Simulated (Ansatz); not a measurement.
# InH (model cell, started as NiAs type): following an unstable mode

Which phase does InH (model cell, started as NiAs type) fall into along its unstable mode, and how much energy does it gain?

Method: DFT PBEsol, scalar-relativistic, plane waves, PAW, in Ansatz 0.2.0.

Report form: the programs' logs are mostly left out.

The structure was built from a prototype and need not be the compound's stable phase.

## (1) Starting point

Symmetry: P6_3/mmc, No. 194, hexagonal system. Conventional cell: a = 3.326 Å, b = 3.326 Å, c = 6.241 Å, α = 90.00°, β = 90.00°, γ = 120.00°. Nearest to In lie 6 H at 2.47 Å. H has 6 In at 2.47 Å nearest. Farther neighbours are not listed.

## (2) Phonons on a q mesh

The cell comes from relaxations at this level that are not shown. The mesh has a single point along some directions, so zone-edge points there are not solved. Linear response on a 3×3×1 q mesh gives force constants as far as a supercell of that size would.

input.yaml reads:

```yaml
crystal:
  lattice:
    - [3.325888386, -2.5922e-06, 0.0]
    - [-1.6629419481, 2.8803051285, 0.0]
    - [0.0, 0.0, 6.2413504719]
  atoms:
    - { symbol: In, position: [0.0, 0.0, 0.0] }
    - { symbol: In, position: [0.0, 0.0, 0.5] }
    - { symbol: H, position: [0.3333333333, 0.6666666667, 0.25] }
    - { symbol: H, position: [0.6666666667, 0.3333333333, 0.75] }
kpoints:
  mp_grid: { grid: [12, 12, 6] }
hamiltonian:
  xc: pbesol
scf:
  occupations: { method: methfessel_paxton, width: 0.15 }
output:
  eigenvalues: true
phonons:
  method: dfpt
  qmesh: [3, 3, 1]
  temperatures: { t_max: 1000, t_step: 50 }
  qpath:
    path:
      - [[0.0, 0.0, 0.0], [0.5, 0.0, 0.0], [0.33333333, 0.33333333, 0.0], [0.0, 0.0, 0.0], [0.0, 0.0, 0.5], [0.5, 0.0, 0.5], [0.33333333, 0.33333333, 0.5], [0.0, 0.0, 0.5]]
      - [[0.5, 0.0, 0.5], [0.5, 0.0, 0.0]]
      - [[0.33333333, 0.33333333, 0.5], [0.33333333, 0.33333333, 0.0]]
    npoints: 10
```

Launch:

```console
> ansatz run input.yaml --threads 4 --pin off --max-ram 7168MiB --backend cpu --events-out ev --progress --plain --runs-dir out
```

It took 3.7 min on 4 threads of Arm Neoverse V1, shared host; peak memory 2.4 GiB; 14 min of CPU time.

This step gave:

```yaml
volume_per_atom: 14.95 Å³
gap_on_the_k_mesh: 0 eV
sum_rule_residual_before_enforcement: 6.19e-5 eV/Å²
point_group: 6/mmm
highest_optical_mode_at_the_zone_centre_no_lo_to_term: 131.9 cm⁻¹
lowest_optical_zone_centre_mode: -556.8 cm⁻¹
lowest_mode_on_the_q_mesh_acoustic_modes_at_gamma_apart: -684.6 cm⁻¹
highest_frequency_at_a_solved_wavevector_no_lo_to_term_at_gamma: 131.9 cm⁻¹
```

Frequencies (cm⁻¹) solved at each irreducible wavevector; negative means imaginary. Frequencies by wavevector, by row:

| q in reciprocal lattice units | star | mode 1 | mode 2 | mode 3 | mode 4 | mode 10 | mode 11 | mode 12 |
| --- | --- | --- | --- | --- | --- | --- | --- | --- |
| 0 0 0 | 1 | -556.8 | -336.9 | -327.9 | -327.9 | 0 | 0 | 131.9 |
| 0 0.3333 0 | 6 | -684.6 | -571 | -484.6 | -350.4 | 80.5 | 99.4 | 123.1 |
| 0.3333 0.3333 0 | 2 | -600.7 | -533.5 | -461.9 | -461.9 | 91 | 91 | 116.8 |

Symmetry leaves 3 wavevectors to solve. The lowest mode among them, the acoustic zeros apart, lies at q = (0, 0.333, 0) and is imaginary, 684.6i cm⁻¹, so the energy falls along it.

## (3) The mode frozen in, largest atomic shift 0 Å

The mode followed lies at q = (0.333, 0.333, 0) with frequency 600.7i cm⁻¹, one of the unstable modes though not the softest. At small amplitude the distorted cell has space group no. 193 by a symmetry search on the positions. The undistorted cell that holds it gives the zero of energy on the same k mesh.

System of this step: InH (model cell, started as NiAs type). The structure is hexagonal, space group P6_3/mmc (No. 194). The conventional cell has a = 3.326 Å, b = 3.326 Å, c = 6.241 Å, α = 90.00°, β = 90.00°, γ = 120.00°. In has 6 H at 2.47 Å nearest. Nearest to H lie 6 In at 2.47 Å. Farther neighbours are not listed.

input.yaml reads:

```yaml
crystal:
  lattice:
    - [-4.9888348238, -2.8802999441, 0.0]
    - [-4.988830334, 2.8803077207, 0.0]
    - [0.0, 0.0, -6.2413504719]
  atoms:
    - { symbol: In, position: [0.0, 0.0, 0.0] }
    - { symbol: In, position: [0.6666666667, 0.6666666667, 0.0] }
    - { symbol: In, position: [0.3333333333, 0.3333333333, 0.0] }
    - { symbol: In, position: [0.0, 0.0, 0.5] }
    - { symbol: In, position: [0.6666666667, 0.6666666667, 0.5] }
    - { symbol: In, position: [0.3333333333, 0.3333333333, 0.5] }
    - { symbol: H, position: [0.3333333333, 1.0, 0.75] }
    - { symbol: H, position: [0.0, 0.6666666667, 0.75] }
    - { symbol: H, position: [0.6666666667, 0.3333333333, 0.75] }
    - { symbol: H, position: [0.3333333333, 0.6666666667, 0.25] }
    - { symbol: H, position: [0.0, 0.3333333333, 0.25] }
    - { symbol: H, position: [0.6666666667, 1.0, 0.25] }
kpoints:
  mp_grid: { grid: [6, 6, 6] }
hamiltonian:
  xc: pbesol
scf:
  occupations: { method: methfessel_paxton, width: 0.15 }
output:
  forces: true
  stress: true
  eigenvalues: true
```

Elapsed: 4.4 s, on 4 threads; peak memory 0.64 GiB; 17 s of CPU time.

This step gave:

```yaml
pressure: -0.3973 GPa
energy_from_the_undistorted_cell: 0 meV/atom
```

The run ends at a pressure of -0.40 GPa.

## (4) The mode frozen in, largest atomic shift 0.45 Å

The atoms are moved along the unstable eigenvector, the largest shift by 0.45 Å, with the cell fixed.

input.yaml reads:

```yaml
crystal:
  lattice:
    - [-4.9888348238, -2.8802999441, 0.0]
    - [-4.988830334, 2.8803077207, 0.0]
    - [0.0, 0.0, -6.2413504719]
  atoms:
    - { symbol: In, position: [-1.9e-09, 1.0e-09, 0.0] }
    - { symbol: In, position: [0.6666666686, 0.6666666657, 0.0] }
    - { symbol: In, position: [0.3333333333, 0.3333333333, 0.0] }
    - { symbol: In, position: [-1.9e-09, 1.0e-09, 0.5] }
    - { symbol: In, position: [0.6666666686, 0.6666666657, 0.5] }
    - { symbol: In, position: [0.3333333333, 0.3333333333, 0.5] }
    - { symbol: H, position: [0.3333333333, 1.0781167589, 0.75] }
    - { symbol: H, position: [0.0781173816, 0.5885510133, 0.75] }
    - { symbol: H, position: [0.5885492851, 0.3333350616, 0.75] }
    - { symbol: H, position: [0.3333333333, 0.5885499078, 0.25] }
    - { symbol: H, position: [0.0781173816, 0.3333316051, 0.25] }
    - { symbol: H, position: [0.5885492851, 1.0781156533, 0.25] }
kpoints:
  mp_grid: { grid: [6, 6, 6] }
hamiltonian:
  xc: pbesol
scf:
  occupations: { method: methfessel_paxton, width: 0.15 }
output:
  forces: true
  stress: true
  eigenvalues: true
```

Elapsed: 4.8 s, on 4 threads; peak memory 0.64 GiB.

This step gave:

* pressure: 1.111 GPa
* energy from the undistorted cell: -37.8 meV/atom

The energy, extrapolated to zero smearing, is -37.80 meV/atom against the undistorted cell.

The run ends at a pressure of 1.11 GPa, with forces up to 0.0092 eV/Å.

## (5) Energy along the mode, all amplitudes (two of the runs are shown above)

An imaginary frequency means negative curvature, so the energy should fall and then rise again as anharmonic terms take over.

Numbers from this step:

```
depth at the lowest point sampled  : 37.8 meV/atom
largest atomic shift at that point : 0.45 Å
```

The energy from the parent by largest shift of an atom, one sign:

| largest shift of an atom, one sign (Å) | energy from the parent (meV/atom) |
| --- | --- |
| 0.000 | 0 |
| 0.040 | -0.47 |
| 0.080 | -2.19 |
| 0.140 | -7.37 |
| 0.220 | -17.3 |
| 0.320 | -30.0 |
| 0.450 | -37.8 |
| 0.600 | -20.2 |

Displacement at unit largest shift by atom:

| atom | x (Å) | y (Å) | z (Å) | size |
| --- | --- | --- | --- | --- |
| In1 | 0.00 | 0.00 | 0.00 | 0.00 |
| In2 | 0.00 | 0.00 | 0.00 | 0.00 |
| In3 | 0.00 | 0.00 | 0.00 | 0.00 |
| In4 | 0.00 | 0.00 | 0.00 | 0.00 |
| In5 | 0.00 | 0.00 | 0.00 | 0.00 |
| In6 | 0.00 | 0.00 | 0.00 | 0.00 |
| H7 | -0.87 | 0.50 | 0.00 | 1.00 |
| H8 | 0.00 | -1.00 | 0.00 | 1.00 |
| H9 | 0.87 | 0.50 | 0.00 | 1.00 |
| H10 | 0.87 | -0.50 | 0.00 | 1.00 |
| H11 | -0.87 | -0.50 | 0.00 | 1.00 |
| H12 | 0.00 | 1.00 | 0.00 | 1.00 |

The lowest of the steps tried is at 0.45 Å, 37.8 meV/atom below the parent; the bottom of the well need not coincide with a step.

## (6) Relaxation from the frozen mode

Starting from the lowest point found, all atoms and the cell are let go, so that strain and other modes of the same symmetry can join in.

Edit input.yaml of step 4 so:

```diff
@@ -28 +28,6 @@
   eigenvalues: true
+relax:
+  adjacent_minimum: "off"
+  f_tol: 0.002
+  max_steps: 120
+  cell: { stress_tol: 0.03 }
```

Elapsed: 30 s, on 4 threads; peak memory 0.68 GiB; 1.9 min of CPU time.

The steps of the relaxation:

| step | energy less that of the first step (eV) | largest force component (eV/Å) | pressure (GPa) | volume (Å³) |
| --- | --- | --- | --- | --- |
| 1 | 0.0000 | 0.0092 | 1.11 | 179.37 |
| 2 | -0.0036 | 0.0303 | -0.72 | 187.17 |
| 3 | -0.0126 | 0.0060 | -0.04 | 184.20 |
| 4 | -0.0127 | 0.0021 | 0.00 | 184.06 |
| 5 | -0.0127 | 0.0002 | 0.00 | 184.11 |
| 6* | -0.0156 | 0.0000 | 0.00 | 184.11 |

Relaxation steps marked * repeat the geometry before them on a plane-wave basis chosen anew for their cell, so energy and pressure can jump there.

Forces are held to the 24 operations that the run works with; a distortion that breaks them can't arise in this run.

| conventional cell, symmetrised | before | after | change |
| --- | --- | --- | --- |
| a (Å) | 5.761 | 5.817 | +1.0 % |
| b (Å) | 5.761 | 5.817 | +1.0 % |
| c (Å) | 6.241 | 6.284 | +0.7 % |
| volume (Å³/atom) | 14.95 | 15.34 | +2.6 % |

The atoms that moved most (Å, as changes of fractional coordinates times the final cell):

| atom | dx | dy | dz | length |
| --- | --- | --- | --- | --- |
| H12 | 0.000 | 0.012 | 0.000 | 0.012 |
| H9 | 0.010 | 0.006 | 0.000 | 0.012 |
| H8 | 0.000 | -0.012 | 0.000 | 0.012 |
| H11 | -0.010 | -0.006 | 0.000 | 0.012 |
| H7 | -0.010 | 0.006 | 0.000 | 0.012 |
| H10 | 0.010 | -0.006 | 0.000 | 0.012 |

The relaxed structure:

```
In H
1.0
    -5.03726   -2.90826    0.00000
    -5.03725    2.90826    0.00000
     0.00000    0.00000   -6.28365
In H
6 6
Direct
  0.00000 0.00000 0.00000
  0.66667 0.66667 0.00000
  0.33333 0.33333 0.00000
  0.00000 0.00000 0.50000
  0.66667 0.66667 0.50000
  0.33333 0.33333 0.50000
  0.33333 0.08016 0.75000
  0.08016 0.58651 0.75000
  0.58651 0.33333 0.75000
  0.33333 0.58651 0.25000
  0.08016 0.33333 0.25000
  0.58651 0.08016 0.25000
```

This step gave:

```yaml
pressure: 0.002776 GPa
volume_per_atom: 15.34 Å³
```

The distorted start has space group P6_3/mcm; the relaxation ends in P6_3/mcm.

## (7) The phases reached

The phases reached along the modes that were followed are set side by side.

Energies are those of the first relaxation, on the mesh of the frozen mode; space group, volume and gap are those of the last relaxation. Phases, by row:

| mode frozen in | space group | energy from parent (meV/atom) | volume (Å³/atom) | gap on mesh (eV) | lowest zone-centre optical mode (cm⁻¹) | largest shift (Å) |
| --- | --- | --- | --- | --- | --- | --- |
| parent | P6_3/mmc | 0 | 14.95 | 0 | – | – |
| q = (0, 0.333, 0), 685i cm⁻¹ | C2/m | -153.8 | 15.51 | 0 | – | 1.737 |
| q = (0.333, 0.333, 0), 601i cm⁻¹ | P6_3/mcm | -39.07 | 15.34 | 0 | – | 0.466 |

## (8) Results

| Item | Value |
| --- | --- |
| unstable mode of the parent | q = (0.333, 0.333, 0), 601i cm⁻¹ |
| depth at the lowest point sampled | 37.8 meV/atom |
| largest atomic shift at that point | 0.45 Å |
| space group reached (within 0.01 Å) | P6_3/mcm |
| energy gained over the parent (first relaxation, on the mesh of the frozen mode) | 39.1 meV/atom |
| volume per atom, phase reached | 15.3 Å³ |

In words: Along this mode the structure falls into P6_3/mcm, 39.1 meV/atom below the parent. At the parent's cell the well is 37.8 meV/atom deep on the steps tried, with its lowest point at a shift of 0.45 Å. Relaxing atoms and cell changes the gain by +1.27 meV/atom against the lowest step (energies at zero smearing). The modes of the phase reached were not computed on this path. Of the 2 patterns followed to their end from this parent, this one ends 115 meV/atom above the lowest, C2/m. Each path keeps the symmetry of its pattern, so a lower phase may lie along a pattern not tried. The q mesh is too sparse to interpolate, so only the solved wavevectors are given. With no gap, or one that is small against the smearing, the frequencies hang on the k mesh and the smearing, most of all near Kohn anomalies. The starting cell was built on a prototype and not taken from a measurement, so the phase need not exist.

[Logs are printed without paths, hosts, clocks, repeated set-up lines and the standing remarks that a program may print on its own settings, such as how far it seeks lower states.]

[Hosts, paths, dates, database ids (printed as entryN), source tags and the programs' standing remarks are cut or masked in the printed files.]
